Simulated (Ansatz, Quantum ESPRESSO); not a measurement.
# Work function of Pd(100), 5 layers, one monolayer of Cl on top sites, part 2 of 4

Wanted: work functions and the surface dipole of Pd(100), 5 layers, one monolayer of Cl on top sites at several levels, with their cost.

Quantum ESPRESSO 7.5; plane-wave DFT, PBE, GBRV ultrasoft pseudopotentials; geometry and cross-check by Ansatz 0.2.0 with PAW datasets.

So far. Step 2 (Relaxation with Ansatz): The relaxation lowers the energy by 10 meV an atom. Held were the atoms numbered 1, 2 and 3; the forces quoted are those on the free ones.

**3. SCF with pw.x**

A dipole correction (tefield, dipfield, eamp = 0) lets each face keep its own vacuum level; its ramp sits in the vacuum at emaxpos, and symmetry is switched off.

Level of this step: plane-wave DFT, PBE, GBRV ultrasoft pseudopotentials (Quantum ESPRESSO 7.5).

Input file scf.in:

```
&control
  prefix = 'scf'
  outdir = './out'
  pseudo_dir = './pseudo'
  calculation = 'scf'
  tprnfor = .true.
  tefield = .true.
  dipfield = .true.
/
&system
  ibrav = 0
  nat = 6
  ntyp = 2
  ecutwfc = 40
  ecutrho = 200
  occupations = 'smearing'
  smearing = 'mv'
  degauss = 0.02
  edir = 3
  emaxpos = 0.97
  eopreg = 0.04
  eamp = 0.0
/
&electrons
  conv_thr = 1e-07
  mixing_beta = 0.4
  electron_maxstep = 120
  mixing_mode = 'local-TF'
/
ATOMIC_SPECIES
  Pd  106.4200  pd_pbe_v1.4.uspp.F.UPF
  Cl  35.4500  cl_pbe_v1.4.uspp.F.UPF
CELL_PARAMETERS angstrom
  2.75064537880000 0.00000000000000 0.00000000000000
  0.00000000000000 2.75064537880000 0.00000000000000
  0.00000000000000 0.00000000000000 26.78000000000000
ATOMIC_POSITIONS crystal
  Pd  0.000000000000 0.000000000000 0.309932785700
  Pd  0.500000000000 0.500000000000 0.382561613100
  Pd  0.000000000000 0.000000000000 0.455190440600
  Pd  0.500000000000 0.500000000000 0.530707765229
  Pd  -0.000000000000 0.000000000000 0.606516747616
  Cl  -0.000000000000 0.000000000000 0.692721544696
K_POINTS automatic
  10 10 1 0 0 0
```

On the command line:

```sh
$ OMP_NUM_THREADS=1 mpirun -n 4 pw.x -nk 4 -in scf.in > scf.out
```

Log:

```text
Program PWSCF v.7.5 starts
[citation notice left out]

     Parallel version (MPI & OpenMP), running on       4 processor cores
     Number of MPI processes:                 4
     Threads/MPI process:                     1

     MPI processes distributed on     1 nodes
[...]
Current dimensions of program PWSCF are:
     Max number of different atomic species (ntypx) = 10
     Max number of k-points (npk) =  40000
     Max angular momentum in pseudopotentials (lmaxx) =  4
     Presently no symmetry can be used with electric field

     K-points division:     npool     =       4
     Subspace diagonalization in iterative solution of the eigenvalue problem:
     a serial algorithm will be used

     G-vector sticks info
     --------------------
     sticks:   dense  smooth     PW     G-vecs:    dense   smooth      PW
     Sum         429     349    109                65367    46871    8487

     Using Slab Decomposition

     bravais-lattice index     =            0
     lattice parameter (alat)  =       5.1980  a.u.
     unit-cell volume          =    1367.3396 (a.u.)^3
     number of atoms/cell      =            6
     number of atomic types    =            2
     number of electrons       =        87.00
     number of Kohn-Sham states=           53
     kinetic-energy cutoff     =      40.0000  Ry
     charge density cutoff     =     200.0000  Ry
     scf convergence threshold =      1.0E-07
     mixing beta               =       0.4000
     number of iterations used =            8  local-TF  mixing
     Exchange-correlation=  SLA  PW   PBX  PBC
                           (   1   4   3   4   0   0   0)

[...]
PseudoPot. # 1 for Pd read from file:
     ./pseudo/pd_pbe_v1.4.uspp.F.UPF
     Pseudo is Ultrasoft + core correction, Zval = 16.0
     Generated by new atomic code, or converted to UPF format
     Using radial grid of  887 points,  6 beta functions with:
                l(1) =   0
                l(2) =   0
                l(3) =   1
                l(4) =   1
                l(5) =   2
                l(6) =   2
     Q(r) pseudized with  8 coefficients,  rinner =    1.130   1.130   1.130
                                                       1.130   1.130

     PseudoPot. # 2 for Cl read from file:
     ./pseudo/cl_pbe_v1.4.uspp.F.UPF
     Pseudo is Ultrasoft + core correction, Zval =  7.0
     Generated by new atomic code, or converted to UPF format
     Using radial grid of  909 points,  6 beta functions with:
                l(1) =   0
                l(2) =   0
                l(3) =   1
                l(4) =   1
                l(5) =   2
                l(6) =   2
     Q(r) pseudized with  8 coefficients,  rinner =    1.300   1.300   1.300
                                                       1.300   1.300

[...]
starting charge      84.5000, renormalised to      87.0000

     negative rho (up, down):  4.003E-01 0.000E+00

     Adding external electric field

     Computed dipole along edir(3) :
        Dipole               -2.4707 Ry au,         -6.2798 Debye
        Dipole field         -0.0227 Ry au,

        Potential amp.        2.2063 Ry
        Total length         48.5826 bohr

     Starting wfcs are   64 randomized atomic wfcs

     total cpu time spent up to now is        3.0 secs

     per-process dynamical memory:   107.3 Mb

     Self-consistent Calculation

     iteration #  1     ecut=    40.00 Ry     beta= 0.40
     Davidson diagonalization with overlap
     ethr =  1.00E-02,  avg # of iterations = 10.3

     negative rho (up, down):  8.421E-01 0.000E+00

     Adding external electric field

     Computed dipole along edir(3) :
        Dipole               17.5771 Ry au,         44.6766 Debye
        Dipole field          0.1615 Ry au,

        Potential amp.      -15.6961 Ry
        Total length         48.5826 bohr

     total cpu time spent up to now is       15.3 secs

     total energy              =    -885.34658822 Ry
     estimated scf accuracy    <    2229.31534653 Ry

     iteration #  2     ecut=    40.00 Ry     beta= 0.40
[...]
c_bands:  4 eigenvalues not converged
     c_bands:  2 eigenvalues not converged
     c_bands:  3 eigenvalues not converged
     c_bands:  5 eigenvalues not converged
     c_bands:  3 eigenvalues not converged
     c_bands:  3 eigenvalues not converged
     c_bands:  3 eigenvalues not converged
     c_bands:  1 eigenvalues not converged
[...]
negative rho (up, down):  8.417E-01 0.000E+00

[...]
Dipole               -7.6676 Ry au,        -19.4891 Debye
[...]
total energy              =    -579.13664626 Ry
     estimated scf accuracy    <   28201.47668840 Ry

[...]
iteration #119     ecut=    40.00 Ry     beta= 0.40
[...]
negative rho (up, down):  4.035E-01 0.000E+00

[...]
Dipole               -0.0461 Ry au,         -0.1171 Debye
[...]
total energy              =   -1026.71904458 Ry
     estimated scf accuracy    <       0.00000668 Ry

     iteration #120     ecut=    40.00 Ry     beta= 0.40
[...]
negative rho (up, down):  4.035E-01 0.000E+00

[...]
Dipole               -0.0461 Ry au,         -0.1171 Debye
[...]
total energy              =   -1026.71904457 Ry
     estimated scf accuracy    <       0.00000050 Ry

     End of self-consistent calculation

     convergence NOT achieved after 120 iterations: stopping

[...]
=------------------------------------------------------------------------------=
   JOB DONE.
=------------------------------------------------------------------------------=
[key lines of the parts left out:]
Dipole field         -0.0004 Ry au,
```

The job ended after 15 min (4 MPI ranks of Arm Neoverse V2, shared host; peak memory 0.82 GiB).

The run ended without convergence. The estimated SCF accuracy went from 2.23e+03 Ry in the first cycle kept to 5e-07 Ry at best and 5e-07 Ry in the last.

More iterations help only where the error still falls; otherwise the mixing, the start or the set-up has to change.

**4. Ground state: open boundaries by the effective screening medium**

Open boundaries by another road: assume_isolated = 'esm' with bc1, the slab centred on z = 0.

Input file esm.in:

```
&control
  prefix = 'esm'
  outdir = './out'
  pseudo_dir = './pseudo'
  calculation = 'scf'
  tprnfor = .true.
/
&system
  ibrav = 0
  nat = 6
  ntyp = 2
  ecutwfc = 40
  ecutrho = 200
  occupations = 'smearing'
  smearing = 'mv'
  degauss = 0.02
  assume_isolated = 'esm'
  esm_bc = 'bc1'
/
&electrons
  conv_thr = 1e-07
  mixing_beta = 0.4
  electron_maxstep = 120
  mixing_mode = 'local-TF'
/
ATOMIC_SPECIES
  Pd  106.4200  pd_pbe_v1.4.uspp.F.UPF
  Cl  35.4500  cl_pbe_v1.4.uspp.F.UPF
CELL_PARAMETERS angstrom
  2.75064537880000 0.00000000000000 0.00000000000000
  0.00000000000000 2.75064537880000 0.00000000000000
  0.00000000000000 0.00000000000000 26.78000000000000
ATOMIC_POSITIONS crystal
  Pd  0.000000000000 0.000000000000 -0.191394379498
  Pd  0.500000000000 0.500000000000 -0.118765552098
  Pd  0.000000000000 0.000000000000 -0.046136724598
  Pd  0.500000000000 0.500000000000 0.029380600031
  Pd  -0.000000000000 0.000000000000 0.105189582417
  Cl  -0.000000000000 0.000000000000 0.191394379498
K_POINTS automatic
  10 10 1 0 0 0
```

On the command line:

```sh
$ OMP_NUM_THREADS=1 mpirun -n 4 pw.x -nk 4 -in esm.in > esm.out
```

Log:

```text
[banner, memory and clock lines left out]
Program PWSCF v.7.5 starts
[citation notice left out]

[...]
Message from routine setup:
[...]
bravais-lattice index     =            0
     lattice parameter (alat)  =       5.1980  a.u.
     unit-cell volume          =    1367.3396 (a.u.)^3
     number of atoms/cell      =            6
     number of atomic types    =            2
     number of electrons       =        87.00
     number of Kohn-Sham states=           53
     kinetic-energy cutoff     =      40.0000  Ry
     charge density cutoff     =     200.0000  Ry
     scf convergence threshold =      1.0E-07
     mixing beta               =       0.4000
     number of iterations used =            8  local-TF  mixing
     Exchange-correlation=  SLA  PW   PBX  PBC
                           (   1   4   3   4   0   0   0)

     Effective Screening Medium Method
     Boundary Conditions: Vacuum-Slab-Vacuum
     total charge in unit cell        =   0.0000
     grid points for fit at edges     =        4

[...]
PseudoPot. # 1 for Pd read from file:
     ./pseudo/pd_pbe_v1.4.uspp.F.UPF
     Pseudo is Ultrasoft + core correction, Zval = 16.0
     Generated by new atomic code, or converted to UPF format
     Using radial grid of  887 points,  6 beta functions with:
                l(1) =   0
                l(2) =   0
                l(3) =   1
                l(4) =   1
                l(5) =   2
                l(6) =   2
     Q(r) pseudized with  8 coefficients,  rinner =    1.130   1.130   1.130
                                                       1.130   1.130

     PseudoPot. # 2 for Cl read from file:
     ./pseudo/cl_pbe_v1.4.uspp.F.UPF
     Pseudo is Ultrasoft + core correction, Zval =  7.0
     Generated by new atomic code, or converted to UPF format
     Using radial grid of  909 points,  6 beta functions with:
                l(1) =   0
                l(2) =   0
                l(3) =   1
                l(4) =   1
                l(5) =   2
                l(6) =   2
     Q(r) pseudized with  8 coefficients,  rinner =    1.300   1.300   1.300
                                                       1.300   1.300

     atomic species   valence    mass     pseudopotential
     Pd               16.00   106.42000     Pd( 1.00)
     Cl                7.00    35.45000     Cl( 1.00)

      8 Sym. Ops. (no inversion) found

[...]
number of k points=    21  Marzari-Vanderbilt smearing, width (Ry)=  0.0200
[...]
Dense  grid:    65367 G-vectors     FFT dimensions: (  24,  24, 240)

     Smooth grid:    46871 G-vectors     FFT dimensions: (  24,  24, 216)

     Initial potential from superposition of free atoms

     starting charge      84.5000, renormalised to      87.0000

     negative rho (up, down):  4.051E-01 0.000E+00
     Starting wfcs are   64 randomized atomic wfcs

     per-process dynamical memory:    76.7 Mb

     Self-consistent Calculation

     iteration #  1     ecut=    40.00 Ry     beta= 0.40
     Davidson diagonalization with overlap
     c_bands:  2 eigenvalues not converged
     c_bands:  4 eigenvalues not converged
     ethr =  1.00E-02,  avg # of iterations = 19.6

     negative rho (up, down):  6.024E-01 0.000E+00

     total energy              =    -970.08525014 Ry
     estimated scf accuracy    <     808.70085325 Ry

     iteration #  2     ecut=    40.00 Ry     beta= 0.40
[...]
c_bands:  5 eigenvalues not converged
     c_bands:  3 eigenvalues not converged
     c_bands:  3 eigenvalues not converged
     c_bands:  4 eigenvalues not converged
     c_bands:  3 eigenvalues not converged
[...]
negative rho (up, down):  6.332E-01 0.000E+00

[...]
total energy              =    -852.93821689 Ry
     estimated scf accuracy    <    3283.33656700 Ry

     iteration #  3     ecut=    40.00 Ry     beta= 0.40
[...]
c_bands:  1 eigenvalues not converged
     c_bands:  1 eigenvalues not converged
     c_bands:  1 eigenvalues not converged
[...]
negative rho (up, down):  1.112E+00 0.000E+00

[...]
total energy              =   -1200.53987635 Ry
     estimated scf accuracy    <    2355.70228075 Ry

     iteration #  4     ecut=    40.00 Ry     beta= 0.40
[...]
c_bands:  1 eigenvalues not converged
     c_bands:  4 eigenvalues not converged
     c_bands:  1 eigenvalues not converged
[...]
negative rho (up, down):  1.073E+00 0.000E+00

[...]
total energy              =   -1308.72533686 Ry
     estimated scf accuracy    <   12768.01312579 Ry

     iteration #  5     ecut=    40.00 Ry     beta= 0.40
[...]
negative rho (up, down):  1.035E+00 0.000E+00

[...]
total energy              =   -1222.41627504 Ry
     estimated scf accuracy    <   12964.59980121 Ry

     iteration #  6     ecut=    40.00 Ry     beta= 0.40
[...]
negative rho (up, down):  1.064E+00 0.000E+00

[...]
total energy              =   -1210.99029905 Ry
     estimated scf accuracy    <    9748.18541414 Ry

[...]
iteration # 76     ecut=    40.00 Ry     beta= 0.40
[...]
negative rho (up, down):  4.099E-01 0.000E+00

[...]
total energy              =   -1026.71905750 Ry
     estimated scf accuracy    <       0.00000082 Ry

     iteration # 77     ecut=    40.00 Ry     beta= 0.40
[...]
negative rho (up, down):  4.099E-01 0.000E+00

[...]
total energy              =   -1026.71898854 Ry
     estimated scf accuracy    <       0.00000136 Ry

     iteration # 78     ecut=    40.00 Ry     beta= 0.40
[...]
negative rho (up, down):  4.099E-01 0.000E+00

[...]
total energy              =   -1026.71900159 Ry
     estimated scf accuracy    <       0.00000047 Ry

     iteration # 79     ecut=    40.00 Ry     beta= 0.40
[...]
negative rho (up, down):  4.099E-01 0.000E+00

[...]
End of self-consistent calculation

          k = 0.0000 0.0000 0.0000 (  5909 PWs)   bands (ev):

   -55.5784 -55.3791 -55.1999 -55.1758 -55.1758 -55.1650 -55.1650 -55.0991
   -55.0991 -55.0252 -55.0252 -55.0250 -54.7197 -54.7197 -54.6266 -21.9409
   -12.0979 -11.3538 -10.6400 -10.3569 -10.2397 -10.1111  -9.8642  -9.8214
    -9.2997  -8.7735  -8.3811  -7.9479  -7.9479  -7.5349  -7.5349  -7.1330
    -6.8849  -6.8318  -6.8318  -6.7086  -6.4324  -6.1871  -6.0488  -6.0488
    -5.9023  -5.6322  -5.4187  -5.4089  -5.4089  -5.1851  -5.1417  -5.1417
    -3.1494  -0.8569  -0.4439   0.3458   0.8185

          k = 0.0000 0.1000 0.0000 (  5867 PWs)   bands (ev):

   -55.5759 -55.3746 -55.2265 -55.1914 -55.1719 -55.1662 -55.1627 -55.1237
   -55.0984 -55.0450 -55.0249 -55.0208 -54.7399 -54.7184 -54.6248 -21.8352
   -11.8736 -11.1961 -10.5060 -10.2337 -10.0862  -9.9650  -9.7492  -9.6441
    -9.1769  -8.6916  -8.2914  -8.0330  -7.8975  -7.7704  -7.5412  -7.4859
    -7.0313  -6.9626  -6.7499  -6.6297  -6.4929  -6.3398  -6.3092  -6.1854
    -5.8558  -5.8319  -5.7690  -5.6853  -5.5211  -5.3131  -5.1192  -4.4382
    -2.5077  -0.5600  -0.2350   0.5876   1.0055

[...]
the Fermi energy is    -5.3810 ev

!    total energy              =   -1026.71904369 Ry
     estimated scf accuracy    <       0.00000007 Ry
     smearing contrib. (-TS)   =      -0.00012284 Ry
     internal energy E=F+TS    =   -1026.71892085 Ry

     The total energy is F=E-TS. E is the sum of the following terms:
     one-electron contribution =   24384.04376930 Ry
     hartree contribution      =  -12192.65738868 Ry
     xc contribution           =    -166.10864500 Ry
     ewald contribution        =  -13051.99665648 Ry

     convergence has been achieved in  79 iterations

     negative rho (up, down):  4.099E-01 0.000E+00

     Forces acting on atoms (cartesian axes, Ry/au):

     atom    1 type  1   force =     0.00000000    0.00000000   -0.00800601
     atom    2 type  1   force =     0.00000000    0.00000000   -0.00522504
     atom    3 type  1   force =     0.00000000    0.00000000    0.01259325
     atom    4 type  1   force =     0.00000000    0.00000000   -0.00078436
     atom    5 type  1   force =     0.00000000    0.00000000    0.00077748
     atom    6 type  2   force =     0.00000000    0.00000000    0.00040004

     Total force =     0.015855     Total SCF correction =     0.002954
     SCF correction compared to forces is large: reduce conv_thr to get better values

[...]
```

Elapsed: 6.5 min, on 4 MPI ranks; peak memory 0.64 GiB.

This step gave:

| Quantity | Value |
| --- | --- |
| free energy | -13969.2242 eV |
| Fermi energy | -5.381 eV |
| vacuum line at the lower end of the cell, over the Fermi level | 5.079 eV |
| vacuum line at the upper end of the cell, over the Fermi level | 5.683 eV |

The potential energy, planar mean oscillates, so the rows of the table below give means over windows of 2.01 Å about each position, cut where the curve ends. Its maxima inside the range that stand out by 2 % of the span (Å: eV): -4.1: -1.38, -2.2: -1.61, -0.2: -0.694, 1.8: -0.734, 4.0: 2.40. Its minima: -5.1: -9.69, -3.1: -9.76, -1.2: -9.82, 0.8: -9.80, 2.8: -9.86, 5.1: -18.0.

Electrostatic potential energy of an electron; zero at the Fermi level. Potential energy, planar mean against z; means over each step:

| z (Å) | potential energy, planar mean (eV) |
| --- | --- |
| -12.39 | 5.08 |
| -10.38 | 5.08 |
| -8.37 | 5.06 |
| -6.36 | 1.11 |
| -4.35 | -5.94 |
| -2.34 | -6.14 |
| -0.33 | -5.56 |
| 1.68 | -5.54 |
| 3.69 | -3.18 |
| 5.70 | -4.51 |
| 7.71 | 5.65 |
| 9.72 | 5.68 |
| 11.73 | 5.68 |

The vacuum levels are read from the outermost 0.7 Å of the cell on either side.

The run needed 79 iterations to bring the estimated error under 1e-07 Ry; the largest force on any atom, held or free, is 0.32 eV/Å.

(Continued in part 3 of 4.)

[Logs are printed without paths, hosts, clocks, repeated set-up lines and the standing remarks that a program may print on its own settings, such as how far it seeks lower states.]

[Hosts, paths, dates, database ids (printed as entryN), source tags and the programs' standing remarks are cut or masked in the printed files.]

[Maps of the electrostatic potential energy from Ansatz leave out the sawtooth potential of an applied field or a dipole correction, so their vacuum need not be flat; planar profiles and work functions include it.]
